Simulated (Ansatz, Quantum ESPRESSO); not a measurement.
# InBS3 (Pm-3m): zone-centre phonons, part 2 of 3

Wanted: the vibrations of InBS3 (Pm-3m) at Γ, by two programs.

Quantum ESPRESSO 8.0 development, patched; DFT LDA, scalar-relativistic, plane waves, PseudoDojo norm-conserving pseudopotentials.

So far. Step 4 (Relaxing the cell and atoms): Little changed from the start: no atom moved by 0.005 Å and no cell edge by 0.1 %. Step 5 (Ground state): The cell stands at 0.001 GPa, close enough for phonons. The relaxed cell has a = 4.203 Å (conventional setting).

The structure was built from a prototype and need not be the compound's stable phase.

## Step 6: Linear response at Γ

At q = 0 one unit cell holds all displacements; symmetry groups them into irreducible representations that are solved one by one. With smeared occupations no response to a homogeneous field can be asked.

ph.in

```
phonons
 &inputph
    prefix='x',
    outdir='./tmp',
    fildyn='g.dyn',
    tr2_ph=1.0d-18,
    alpha_mix(1)=0.4,
    nmix_ph=8,
 /
0.000000000000 0.000000000000 0.000000000000
```

Command:

```
OMP_NUM_THREADS=1 mpirun -n 4 ph.x -nk 4 -in ph.in > ph.out
```

Log:

```text
[banners, grids, parts of the stress and lines that vanish by symmetry left out]
[banner, memory and clock lines left out]
Program PHONON v.8.0dev

     Dynamical matrices for q-points given in input
     (   1q-points):
       N         xq(1)         xq(2)         xq(3)
       1   0.000000000   0.000000000   0.000000000

     ./tmp/x.save/

     IMPORTANT: XC functional enforced from input :
     Exchange-correlation= PW
                           (   1   4   0   0   0   0   0)
     Any further DFT definition will be discarded
     Please, verify this is what you really want

     G-vector sticks info

     Reading collected, re-writing distributed wavefunctions in ./tmp/

     Number and degeneracy of irreps per q-point
       N         xq(1)         xq(2)         xq(3)   N irreps
       1   0.000000000   0.000000000   0.000000000       5
        3   3   3   3   3

     Calculation of q =    0.0000000   0.0000000   0.0000000

     phonons

     bravais-lattice index     =            0
     lattice parameter (alat)  =       7.9424  a.u.
     unit-cell volume          =     501.0117 (a.u.)^3
     number of atoms/cell      =            5
     number of atomic types    =            3
     kinetic-energy cut-off    =      68.0000  Ry
     charge density cut-off    =     272.0000  Ry
     convergence threshold     =      1.0E-18
     beta                      =       0.4000
     number of iterations used =            8
     Exchange-correlation= PW
                           (   1   4   0   0   0   0   0)

     celldm(1)=    7.94235  celldm(2)=    0.00000  celldm(3)=    0.00000
     celldm(4)=    0.00000  celldm(5)=    0.00000  celldm(6)=    0.00000

     crystal axes: (cart. coord. in units of alat)
               a(1) = (  1.0000  0.0000  0.0000 )
               a(2) = (  0.0000  1.0000  0.0000 )
               a(3) = (  0.0000  0.0000  1.0000 )

     reciprocal axes: (cart. coord. in units 2 pi/alat)
               b(1) = (  1.0000  0.0000  0.0000 )
               b(2) = (  0.0000  1.0000  0.0000 )
               b(3) = (  0.0000  0.0000  1.0000 )

     Atoms inside the unit cell:

     Cartesian axes

     site n.  atom      mass           positions (alat units)
        1  In    114.8180   tau(    1) = (    0.00000    0.00000    0.00000  )
        2  B      10.8100   tau(    2) = (    0.50000    0.50000    0.50000  )
        3  S      32.0600   tau(    3) = (    0.50000    0.50000    0.00000  )
        4  S      32.0600   tau(    4) = (    0.50000    0.00000    0.50000  )
        5  S      32.0600   tau(    5) = (    0.00000    0.50000    0.50000  )

     Computing dynamical matrix for
                    q = (   0.0000000   0.0000000   0.0000000 )

     49 Sym.Ops. (with q -> -q+G )

     G cutoff =  434.6180  (  37993 G-vectors)     FFT grid: ( 45, 45, 45)

     number of k points=    20  Marzari-Vanderbilt smearing, width (Ry)=  0.0200
                       cart. coord. in units 2pi/alat
        k(    1) = (   0.0000000   0.0000000   0.0000000), wk =   0.0092593
        k(    2) = (   0.0000000   0.0000000   0.1666667), wk =   0.0555556
        k(    3) = (   0.0000000   0.0000000   0.3333333), wk =   0.0555556
        [... further k-points left out ...]

     PseudoPot. # 1 for In read from file:
     ./pseudo/In.upf
     Pseudo is Norm-conserving + core correction, Zval = 13.0
     Using radial grid of 1894 points,  6 beta functions with:
                l(1) =   0
                l(2) =   0
                l(3) =   1
                l(4) =   1
                l(5) =   2
                l(6) =   2

     PseudoPot. # 2 for B  read from file:
     ./pseudo/B.upf
     Pseudo is Norm-conserving + core correction, Zval =  3.0
     Using radial grid of 1498 points,  4 beta functions with:
                l(1) =   0
                l(2) =   0
                l(3) =   1
                l(4) =   1

     PseudoPot. # 3 for S  read from file:
     ./pseudo/S.upf
     Pseudo is Norm-conserving + core correction, Zval =  6.0
     Using radial grid of 1132 points,  6 beta functions with:
                l(1) =   0
                l(2) =   0
                l(3) =   1
                l(4) =   1
                l(5) =   2
                l(6) =   2

     Mode symmetry, O_h (m-3m)  point group:

     Atomic displacements:
     There are    5 irreducible representations

     Representation     1      3 modes -  To be done

     Representation     2      3 modes -  To be done

     Representation     3      3 modes -  To be done

     Representation     4      3 modes -  To be done

     Representation     5      3 modes -  To be done

     Alpha used in Ewald sum =   2.6000

     Representation #   1 modes #   1   2   3

     Self-consistent Calculation

     The passes end when |ddv_scf|^2 is under  6.1E-20 (on this mesh; tr2_ph alone asks  1.0E-18)
      iter #   1   av.it.:   6.0
      thresh= 1.000E-02 alpha_mix =  0.400 |ddv_scf|^2 =  1.480E-07
      iter #   2   av.it.:  14.3
      thresh= 3.847E-05 alpha_mix =  0.400 |ddv_scf|^2 =  4.387E-09
      iter #   3   av.it.:  14.9
      thresh= 6.624E-06 alpha_mix =  0.400 |ddv_scf|^2 =  4.368E-10
      iter #   4   av.it.:  14.7
      thresh= 2.090E-06 alpha_mix =  0.400 |ddv_scf|^2 =  5.480E-11
      iter #   5   av.it.:  15.1
      thresh= 7.403E-07 alpha_mix =  0.400 |ddv_scf|^2 =  1.775E-12
      iter #   6   av.it.:  15.6
      thresh= 1.332E-07 alpha_mix =  0.400 |ddv_scf|^2 =  5.127E-14
      iter #   7   av.it.:  15.6
      thresh= 2.264E-08 alpha_mix =  0.400 |ddv_scf|^2 =  4.861E-16
      iter #   8   av.it.:  15.1
      thresh= 2.205E-09 alpha_mix =  0.400 |ddv_scf|^2 =  1.128E-16
      iter #   9   av.it.:  15.3
      thresh= 1.062E-09 alpha_mix =  0.400 |ddv_scf|^2 =  5.894E-19
      iter #  10   av.it.:  15.9
      thresh= 7.677E-11 alpha_mix =  0.400 |ddv_scf|^2 =  3.504E-21

     End of self-consistent calculation

     Convergence has been achieved

     Representation #   2 modes #   4   5   6

     Self-consistent Calculation

     The passes end when |ddv_scf|^2 is under  6.1E-20 (on this mesh; tr2_ph alone asks  1.0E-18)
      iter #   1   av.it.:   5.2
      thresh= 1.000E-02 alpha_mix =  0.400 |ddv_scf|^2 =  6.833E-08
      iter #   2   av.it.:  13.6
      thresh= 2.614E-05 alpha_mix =  0.400 |ddv_scf|^2 =  1.706E-09
      iter #   3   av.it.:  14.3
      thresh= 4.130E-06 alpha_mix =  0.400 |ddv_scf|^2 =  9.595E-11
      iter #   4   av.it.:  13.8
      thresh= 9.795E-07 alpha_mix =  0.400 |ddv_scf|^2 =  9.584E-12
[...]
End of self-consistent calculation

     Convergence has been achieved

     Representation #   3 modes #   7   8   9

     Self-consistent Calculation

     The passes end when |ddv_scf|^2 is under  6.1E-20 (on this mesh; tr2_ph alone asks  1.0E-18)
[...]
End of self-consistent calculation

     Convergence has been achieved

     Representation #   4 modes #  10  11  12

     Self-consistent Calculation

     The passes end when |ddv_scf|^2 is under  6.1E-20 (on this mesh; tr2_ph alone asks  1.0E-18)
[...]
End of self-consistent calculation

     Convergence has been achieved

     Representation #   5 modes #  13  14  15

     Self-consistent Calculation

     The passes end when |ddv_scf|^2 is under  6.1E-20 (on this mesh; tr2_ph alone asks  1.0E-18)
[...]
iter #   3   av.it.:  14.4
      thresh= 6.007E-06 alpha_mix =  0.400 |ddv_scf|^2 =  1.943E-10
      iter #   4   av.it.:  15.0
      thresh= 1.394E-06 alpha_mix =  0.400 |ddv_scf|^2 =  8.832E-13
      iter #   5   av.it.:  14.9
      thresh= 9.398E-08 alpha_mix =  0.400 |ddv_scf|^2 =  9.185E-14
      iter #   6   av.it.:  15.2
      thresh= 3.031E-08 alpha_mix =  0.400 |ddv_scf|^2 =  2.426E-16
      iter #   7   av.it.:  15.7
      thresh= 1.557E-09 alpha_mix =  0.400 |ddv_scf|^2 =  2.012E-18
      iter #   8   av.it.:  15.3
      thresh= 1.419E-10 alpha_mix =  0.400 |ddv_scf|^2 =  2.159E-19
      iter #   9   av.it.:  15.2
      thresh= 4.647E-11 alpha_mix =  0.400 |ddv_scf|^2 =  5.994E-22

     End of self-consistent calculation

     Convergence has been achieved

     Number of q in the star =    1
     List of q in the star:
          1   0.000000000   0.000000000   0.000000000

     Diagonalizing the dynamical matrix

     q = (    0.000000000   0.000000000   0.000000000 )

 **************************************************************************
     freq (    1) =     -10.506322 [THz] =    -350.453194 [cm-1]
     freq (    2) =     -10.506322 [THz] =    -350.453194 [cm-1]
     freq (    3) =     -10.506322 [THz] =    -350.453194 [cm-1]
     freq (    4) =      -0.024286 [THz] =      -0.810100 [cm-1]
     freq (    5) =      -0.024286 [THz] =      -0.810100 [cm-1]
     freq (    6) =      -0.024286 [THz] =      -0.810100 [cm-1]
     freq (    7) =       1.623446 [THz] =      54.152335 [cm-1]
     freq (    8) =       1.623446 [THz] =      54.152335 [cm-1]
     freq (    9) =       1.623446 [THz] =      54.152335 [cm-1]
     freq (   10) =       2.196526 [THz] =      73.268234 [cm-1]
     freq (   11) =       2.196526 [THz] =      73.268234 [cm-1]
     freq (   12) =       2.196526 [THz] =      73.268234 [cm-1]
     freq (   13) =       8.415543 [THz] =     280.712310 [cm-1]
     freq (   14) =       8.415543 [THz] =     280.712310 [cm-1]
     freq (   15) =       8.415543 [THz] =     280.712310 [cm-1]
 **************************************************************************

     Mode symmetry, O_h (m-3m)  point group:

     freq (   1-   3) =       -350.5  [cm-1]   --> T_1u G_15  G_4- I
     freq (   4-   6) =         -0.8  [cm-1]   --> T_1u G_15  G_4- I
     freq (   7-   9) =         54.2  [cm-1]   --> T_2u G_25  G_5-
     freq (  10-  12) =         73.3  [cm-1]   --> T_1u G_15  G_4- I
     freq (  13-  15) =        280.7  [cm-1]   --> T_1u G_15  G_4- I
```

Elapsed: 8 min, on 4 MPI ranks of Arm Neoverse V2, shared host; 32 min of CPU time.

Numbers from this step:

* largest acoustic frequency at the zone centre before the sum rule: -0.81 cm⁻¹
* highest optical zone-centre mode (no LO-TO term): 280.7 cm⁻¹
* lowest optical zone-centre mode: -350.4 cm⁻¹

The acoustic modes at Γ come out as far as 0.8 cm⁻¹ from zero, where they should vanish, a small numerical error. The lowest optical mode is imaginary, 350i cm⁻¹, an instability at this level and on this k mesh.

## Step 7: Modes with the sum rule

A rigid shift of the crystal must cost nothing, but grids and finite bases break this; the acoustic sum rule is imposed before the matrix is diagonalised again.

dynmat.in

```
 &input
    fildyn='g.dyn',
    asr='simple',
    fileig='dynmat.eig',
 /
```

Command:

```
dynmat.x -in dynmat.in > dynmat.out
```

Log:

```text
[banner, memory and clock lines left out]
Program DYNMAT v.8.0dev

     Reading Dynamical Matrix from file g.dyn
     ...Force constants read
     ...epsilon and Z* not read (not found on file)
     A direction for q was not specified:TO-LO splitting will be absent

     Polarizability (A^3 units)
     multiply by 1.000000 for Clausius-Mossotti correction (not under assume_isolated = 'mt')
         0.000000    0.000000    0.000000
         0.000000    0.000000    0.000000
         0.000000    0.000000    0.000000

     IR activities are in (D/A)^2/amu units

# mode   [cm-1]    [THz]      IR
    1   -350.45  -10.5063    0.0000
    2   -350.45  -10.5063    0.0000
    3   -350.45  -10.5063    0.0000
    4     -0.00   -0.0000    0.0000
    5      0.00    0.0000    0.0000
    6      0.00    0.0000    0.0000
    7     54.15    1.6235    0.0000
    8     54.15    1.6235    0.0000
    9     54.15    1.6235    0.0000
   10     73.27    2.1967    0.0000
   11     73.27    2.1967    0.0000
   12     73.27    2.1967    0.0000
   13    280.71    8.4156    0.0000
   14    280.71    8.4156    0.0000
   15    280.71    8.4156    0.0000

[end of the log left out, with the tail of the file of modes that dynmat.x writes under the same name]
```

The job ended after 0.47 s (1 thread).

Unit eigenvectors of the mass-weighted matrix after the sum rule; no LO-TO term. The modes at Γ (shares of kinetic energy by element, %) (negative means imaginary):

| mode | frequency (cm⁻¹) | In % | B % | S % |
| --- | --- | --- | --- | --- |
| 1 | -350.4 | 0 | 86 | 14 |
| 2 | -350.4 | 0 | 86 | 14 |
| 3 | -350.4 | 0 | 86 | 14 |
| 4 | 0.0 | 52 | 5 | 43 |
| 5 | 0.0 | 52 | 5 | 43 |
| 6 | 0.0 | 52 | 5 | 43 |
| 7 | 54.2 | 0 | 0 | 100 |
| 8 | 54.2 | 0 | 0 | 100 |
| 9 | 54.2 | 0 | 0 | 100 |
| 10 | 73.3 | 48 | 8 | 44 |
| 11 | 73.3 | 48 | 8 | 44 |
| 12 | 73.3 | 48 | 8 | 44 |
| 13 | 280.7 | 0 | 1 | 99 |
| 14 | 280.7 | 0 | 1 | 99 |
| 15 | 280.7 | 0 | 1 | 99 |

Displacements in mode 1 (-350.4 cm⁻¹), the largest set to 1:
```
In1  0.00  0.01  0.00
B2   0.01  1.00  0.00
S3   0.00 -0.09  0.00
S4   0.00 -0.19  0.00
S5   0.00 -0.09  0.00
```

Displacements in mode 7 (54.2 cm⁻¹), the largest set to 1:
```
In1  0.00  0.00  0.00
B2   0.00  0.00  0.00
S3   0.10  1.00  0.00
S4  -0.10  0.00 -0.03
S5   0.00 -1.00  0.03
```

The rule moves no optical mode by more than 0.1 cm⁻¹.

## Step 8: Sum rules set otherwise (asr crystal)

The rule can be imposed in more than one way; the choices should agree where the raw error is small.

dynmat.in

```
 &input
    fildyn='g.dyn',
    asr='crystal',
    fileig='dynmat.eig',
 /
```

Command:

```
dynmat.x -in dynmat.in > dynmat.out
```

Log:

```text
[banner, memory and clock lines left out]
Program DYNMAT v.8.0dev

     Reading Dynamical Matrix from file g.dyn
     ...Force constants read
     ...epsilon and Z* not read (not found on file)
     Acoustic Sum Rule: || Z*(ASR) - Z*(orig)|| =    0.000000E+00
     Acoustic Sum Rule: ||dyn(ASR) - dyn(orig)||=    9.252398E-06
     A direction for q was not specified:TO-LO splitting will be absent

     Polarizability (A^3 units)
     multiply by 1.000000 for Clausius-Mossotti correction (not under assume_isolated = 'mt')
         0.000000    0.000000    0.000000
         0.000000    0.000000    0.000000
         0.000000    0.000000    0.000000

     IR activities are in (D/A)^2/amu units

# mode   [cm-1]    [THz]      IR
    1   -350.45  -10.5063    0.0000
    2   -350.45  -10.5063    0.0000
    3   -350.45  -10.5063    0.0000
    4     -0.00   -0.0000    0.0000
    5      0.00    0.0000    0.0000
    6      0.00    0.0000    0.0000
    7     54.15    1.6234    0.0000
    8     54.15    1.6234    0.0000
    9     54.15    1.6234    0.0000
   10     73.26    2.1964    0.0000
   11     73.26    2.1964    0.0000
   12     73.26    2.1964    0.0000
   13    280.71    8.4155    0.0000
   14    280.71    8.4155    0.0000
   15    280.71    8.4155    0.0000

[end of the log left out, with the tail of the file of modes that dynmat.x writes under the same name]
```

The job ended after 0.47 s (1 thread).

Zone-centre frequencies as printed; negative means imaginary. Modes:

| mode | frequency (cm⁻¹) |
| --- | --- |
| 1 | -350.4 |
| 2 | -350.4 |
| 3 | -350.4 |
| 4 | 0 |
| 5 | 0 |
| 6 | 0 |
| 7 | 54.15 |
| 8 | 54.15 |
| 9 | 54.15 |
| 10 | 73.26 |
| 11 | 73.26 |
| 12 | 73.26 |
| 13 | 280.7 |
| 14 | 280.7 |
| 15 | 280.7 |

Against the first rule no mode moves by more than 0.1 cm⁻¹.

## Step 9: Sum rules set otherwise (asr no)

Without the rule the raw error of the acoustic modes shows.

dynmat.in

```
 &input
    fildyn='g.dyn',
    asr='no',
    fileig='dynmat.eig',
 /
```

Command:

```
dynmat.x -in dynmat.in > dynmat.out
```

Log:

```text
[banner, memory and clock lines left out]
Program DYNMAT v.8.0dev

     Reading Dynamical Matrix from file g.dyn
     ...Force constants read
     ...epsilon and Z* not read (not found on file)
     A direction for q was not specified:TO-LO splitting will be absent

     Polarizability (A^3 units)
     multiply by 1.000000 for Clausius-Mossotti correction (not under assume_isolated = 'mt')
         0.000000    0.000000    0.000000
         0.000000    0.000000    0.000000
         0.000000    0.000000    0.000000

     IR activities are in (D/A)^2/amu units

# mode   [cm-1]    [THz]      IR
    1   -350.45  -10.5063    0.0000
    2   -350.45  -10.5063    0.0000
    3   -350.45  -10.5063    0.0000
    4     -0.81   -0.0243    0.0000
    5     -0.81   -0.0243    0.0000
    6     -0.81   -0.0243    0.0000
    7     54.15    1.6234    0.0000
    8     54.15    1.6234    0.0000
    9     54.15    1.6234    0.0000
   10     73.27    2.1965    0.0000
   11     73.27    2.1965    0.0000
   12     73.27    2.1965    0.0000
   13    280.71    8.4155    0.0000
   14    280.71    8.4155    0.0000
   15    280.71    8.4155    0.0000

[end of the log left out, with the tail of the file of modes that dynmat.x writes under the same name]
```

It took 0.46 s on 1 thread.

Zone-centre frequencies as printed; negative means imaginary. Modes:

| mode | frequency (cm⁻¹) |
| --- | --- |
| 1 | -350.4 |
| 2 | -350.4 |
| 3 | -350.4 |
| 4 | -0.81 |
| 5 | -0.81 |
| 6 | -0.81 |
| 7 | 54.15 |
| 8 | 54.15 |
| 9 | 54.15 |
| 10 | 73.27 |
| 11 | 73.27 |
| 12 | 73.27 |
| 13 | 280.7 |
| 14 | 280.7 |
| 15 | 280.7 |

Against the first rule no mode moves by more than 0.9 cm⁻¹.

(Continued in part 3 of 3.)

[Host names and launcher messages were left out of these logs when they were recorded.]

[Logs are printed without paths, hosts, clocks, repeated set-up lines and the standing remarks that a program may print on its own settings, such as how far it seeks lower states.]

[Hosts, paths, dates, database ids (printed as entryN), source tags and the programs' standing remarks are cut or masked in the printed files.]
